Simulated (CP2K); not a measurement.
Consider ozone at its PBE geometry (Å).

```xyz
3

O     1.1062    0.0000    0.2185
O     0.0000    0.0000   -0.4371
O    -1.1062    0.0000    0.2186
```

Method: CP2K XAS_TDP, all-electron GAPW, PBEh(45%), aug-cc-pVTZ, TDA, no relativity.

Q: Predict the bright core excitations at the O K edge.

Leading lines: O1 525.08 eV, O2 529.03 eV and O3 525.08 eV. The leading line of an atom is its first one with 35 % of the strongest within 2.5 eV of its lowest line over the strength cut. 

The first six lines of each atom with a strength over 0.0015:

```tsv
atom	energy (eV)	states	strength, one atom
O1 (bonded to O)	525.08	1	0.0455
	530.82	1	0.0734
	535.38	1	0.0018
	536.03	1	0.0106
	536.42	1	0.0017
	536.45	1	0.0057
O2 (bonded to 2 O)	529.03	1	0.0584
	536.65	1	0.0417
	537.61	1	0.0820
	540.31	1	0.0030
	541.59	1	0.0022
	541.70	1	0.0038
O3 (bonded to O)	525.08	1	0.0455
	530.82	1	0.0734
	535.38	1	0.0018
	536.03	1	0.0106
	536.42	1	0.0017
	536.45	1	0.0057
```

Lines are vertical, at one geometry, with no vibrational structure. Without a correction of the core level, line positions, and the gaps between valence and Rydberg lines, follow the share of exact exchange. At this level such K lines come out 3 to 6 eV under measured ones. These values hold no scalar relativity, about 0.4 eV for O 1s. Rydberg lines, and the discretised continuum above threshold, depend on the basis and the box.

[Banner, clock and machine lines of the logs are left out without a mark of their own.]

[Logs are printed without paths, hosts, clocks, repeated set-up lines and the standing remarks that a program may print on its own settings, such as how far it seeks lower states.]

[Hosts, paths, dates, database ids (printed as entryN), source tags and the programs' standing remarks are cut or masked in the printed files.]
